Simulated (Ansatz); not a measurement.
# G0W0 on several functionals: Ga2O3 (R-3c)

One-shot GW is not self-consistent; how far does the start matter for Ga2O3 (R-3c)?

Main program and level: Ansatz 0.2.0; G0W0 on several functionals, plane waves, PAW.

This is a report of a sequence of runs, with most program output left out.

In doubt: masses and optical values from hybrid runs of this build are listed as unsure (steps 3, 4), which bears on the screening that GW takes from such a start.

## 1. Starting point

The structure is trigonal, space group R-3c (No. 167). The conventional cell has a = 4.997 Å, b = 4.997 Å, c = 13.451 Å, α = 90.00°, β = 90.00°, γ = 120.00°. Ga has 6 O at 1.93 to 2.08 Å nearest. Nearest to O lie 4 Ga at 1.93 to 2.08 Å. Farther neighbours and most contacts between anions are not listed.

The cell and positions are those that the Materials Project relaxed with its own functionals (PBE, PBE+U or r2SCAN), kept fixed. This is not the form that Ga2O3 usually takes at ambient conditions.

## 2. G0W0 on PBE

Now the one-shot GW correction: screening in the RPA, then the self-energy of the levels asked for. This step takes hard PAW files.

This step: G0W0 on PBE, plane waves, PAW.

Contents of input.yaml:

```yaml
crystal:
  lattice:
    - [2.4986991939, 1.4426246522, 4.4835497685]
    - [-2.4986991939, 1.4426246522, 4.4835497685]
    - [0.0, -2.8852493044, 4.4835497685]
  atoms:
    - { symbol: Ga, position: [0.85558558, 0.85558558, 0.85558558] }
    - { symbol: Ga, position: [0.64441442, 0.64441442, 0.64441442] }
    - { symbol: Ga, position: [0.14441442, 0.14441442, 0.14441442] }
    - { symbol: Ga, position: [0.35558558, 0.35558558, 0.35558558] }
    - { symbol: O, position: [0.75, 0.44683282, 0.05316718] }
    - { symbol: O, position: [0.44683282, 0.05316718, 0.75] }
    - { symbol: O, position: [0.05316718, 0.75, 0.44683282] }
    - { symbol: O, position: [0.25, 0.55316718, 0.94683282] }
    - { symbol: O, position: [0.94683282, 0.25, 0.55316718] }
    - { symbol: O, position: [0.55316718, 0.94683282, 0.25] }
kpoints:
  mp_grid: { grid: [4, 4, 4] }
hamiltonian:
  xc: pbe
  pseudopotentials: { kind: paw, source: ansatz }
scf:
  occupations: { method: fixed }
gw:
  n_empty_bands: 576
  ecut_chi: 190.0
  qp_bands: [v3, c3]
  qp_kpoints: band_edges
  screening: { model: contour_deformation }
```

Command:

```console
$ ansatz run input.yaml --threads 3 --pin off --max-ram 92160MiB --backend cuda --events-out ev --progress --plain --runs-dir out --devices 1 --max-vram 13GiB  # rebuilt from the run's record
```

The job ended after 82 s (1 × NVIDIA H100 80GB HBM3 (shared by 6 runs) with 3 threads of AMD EPYC 7R13 (Zen 3), shared host; peak memory 3.2 GiB).

Numbers from this step:

- bands summed: 636
- RPA ε∞ on this mesh (eigenvalues): 4.167, 4.284, 4.284
- plane waves in the screening matrix: 563
- q-points in the mesh: 64
- G0W0 gap on the mesh: 4.624 eV
- k of the valence top: 0, 0, 0.25
- k of the conduction bottom: 0, 0, 0
- starting gap on the mesh: 2.839 eV
- Z at the valence top: 0.7675
- Z at the conduction bottom: 0.8289
- least direct G0W0 gap on the computed points: 4.826 eV

The gap on the mesh goes from 2.84 eV to 4.62 eV, a correction of +1.79 eV. Between the two edge states, bare exchange in place of the xc potential would open the gap by 10.07 eV, and correlation takes back 8.28 eV.

## 3. G0W0 on HSE06

The same correction from a different start measures what one shot leaves open.

This step: G0W0 on HSE06, plane waves, PAW.

Edit input.yaml of step 2 so:

```diff
@@ -19,3 +19,3 @@
 hamiltonian:
-  xc: pbe
+  xc: hse06
   pseudopotentials: { kind: paw, source: ansatz }
```

It took 3.9 min on 1 × NVIDIA H100 80GB HBM3 (shared by 6 runs) with 3 threads; peak memory 4.1 GiB; 6.6 min of CPU time.

Numbers from this step:

```
bands summed                                 : 636
RPA ε∞ on this mesh (eigenvalues)            : 3.344, 3.439, 3.439
plane waves in the screening matrix          : 563
q-points in the mesh                         : 64
G0W0 gap on the mesh                         : 5.529 eV
k of the valence top                         : 0, 0, 0.25
k of the conduction bottom                   : 0, 0, 0
starting gap on the mesh                     : 4.623 eV
Z at the valence top                         : 0.8021
Z at the conduction bottom                   : 0.8553
least direct G0W0 gap on the computed points : 5.734 eV
```

Against the run with 4×4×4 mesh, 576 empty bands, screening to 190 eV, hard PAW files on PBE, the gap moves by +0.90 eV, while the start moved by +1.78 eV.

## 4. G0W0 on PBE0

This step: G0W0 on PBE0, plane waves, PAW.

Edit input.yaml of step 3 so:

```diff
@@ -19,3 +19,3 @@
 hamiltonian:
-  xc: hse06
+  xc: pbe0
   pseudopotentials: { kind: paw, source: ansatz }
```

It took 4.4 min on 1 × NVIDIA H100 80GB HBM3 (shared by 6 runs) with 3 threads; peak memory 4 GiB.

Numbers from this step:

- bands summed: 636
- RPA ε∞ on this mesh (eigenvalues): 3.203, 3.294, 3.294
- plane waves in the screening matrix: 563
- G0W0 gap on the mesh: 5.727 eV
- k of the valence top: 0, 0, 0.25
- k of the conduction bottom: 0, 0, 0
- starting gap on the mesh: 5.338 eV
- least direct G0W0 gap on the computed points: 5.931 eV

Against the run with 4×4×4 mesh, 576 empty bands, screening to 190 eV, hard PAW files on HSE06, the gap moves by +0.20 eV, while the start moved by +0.72 eV.

## 5. The starts together

All on the 4×4×4 mesh with 576 empty bands and screening to 190 eV. Times are wall times on 1 × NVIDIA H100 80GB HBM3 (shared by 6 runs) with 3 threads of AMD EPYC 7R13 (Zen 3), shared host, good to a factor of about two.

| start | starting gap (eV) | shift (eV) | G0W0 gap (eV) | RPA ε∞ (harmonic mean) | Z (valence, conduction) | time |
| --- | --- | --- | --- | --- | --- | --- |
| PBE | 2.84 | +1.79 | 4.62 | 4.24 | 0.77, 0.83 | 82 s |
| HSE06 | 4.62 | +0.91 | 5.53 | 3.41 | 0.80, 0.86 | 3.9 min |
| PBE0 | 5.34 | +0.39 | 5.73 | 3.26 | 0.81, 0.86 | 4.4 min |

How the two edges are built up, in eV (the quasiparticle level is the starting level plus Σx plus Σc less Vxc):

| run | edge | start | Σx | Σc | Vxc | Z | QP |
| --- | --- | --- | --- | --- | --- | --- | --- |
| PBE | valence top | 10.43 | -27.62 | 4.51 | -22.09 | 0.77 | 9.41 |
| PBE | conduction bottom | 13.27 | -13.43 | -3.77 | -17.97 | 0.83 | 14.04 |
| HSE06 | valence top | 9.19 | -27.51 | 4.01 | -23.20 | 0.80 | 8.89 |
| HSE06 | conduction bottom | 13.81 | -12.68 | -3.75 | -17.04 | 0.86 | 14.42 |
| PBE0 | valence top | 8.79 | -27.51 | 3.88 | -23.61 | 0.81 | 8.77 |
| PBE0 | conduction bottom | 14.13 | -12.68 | -3.68 | -16.73 | 0.86 | 14.50 |

For a hybrid start, Vxc holds its share of exact exchange.

## 6. What came out

| Item | Value |
| --- | --- |
| G0W0@PBE | 4.62 eV (start 2.84 eV) |
| G0W0@HSE06 | 5.53 eV (start 4.62 eV) |
| G0W0@PBE0 | 5.73 eV (start 5.34 eV) |
| known limits | not at the basis limit; no spin-orbit coupling |

**Reading.** The starting gaps span 2.50 eV and the G0W0 gaps 1.10 eV. Between PBE and PBE0, 1.10 eV of the 2.50 eV survives, 44 %. PBE0 screens less than PBE (ε∞ 3.26 against 4.24). Of the 1.10 eV by which its G0W0 gap is higher, the correlation part gives +0.72 eV, and exchange with the one-particle terms, which follow the orbitals, +0.39 eV. The smallest correction, +0.39 eV, is on PBE0, the start nearest to reproducing itself. Bands and cutoff are finite, so the gap is not at the basis limit. The miss can reach some tenths of an eV and take either sign; the mesh is an error of its own. The many-body steps are scalar-relativistic: spin-orbit coupling is not in them.

[Paths, hosts, dates, memory and timing lines, banners, echoed tables and standing remarks are left out of the program output.]

[Logs are printed without paths, hosts, clocks, repeated set-up lines and the standing remarks that a program may print on its own settings, such as how far it seeks lower states.]

[Runs of the session that timed out or met a known fault of the program may be left out.]

[Cells called generated may have been cut or substituted from an entry of the Crystallography Open Database or the Materials Project.]

[Hosts, paths, dates, database ids (printed as entryN), source tags and the programs' standing remarks are cut or masked in the printed files.]
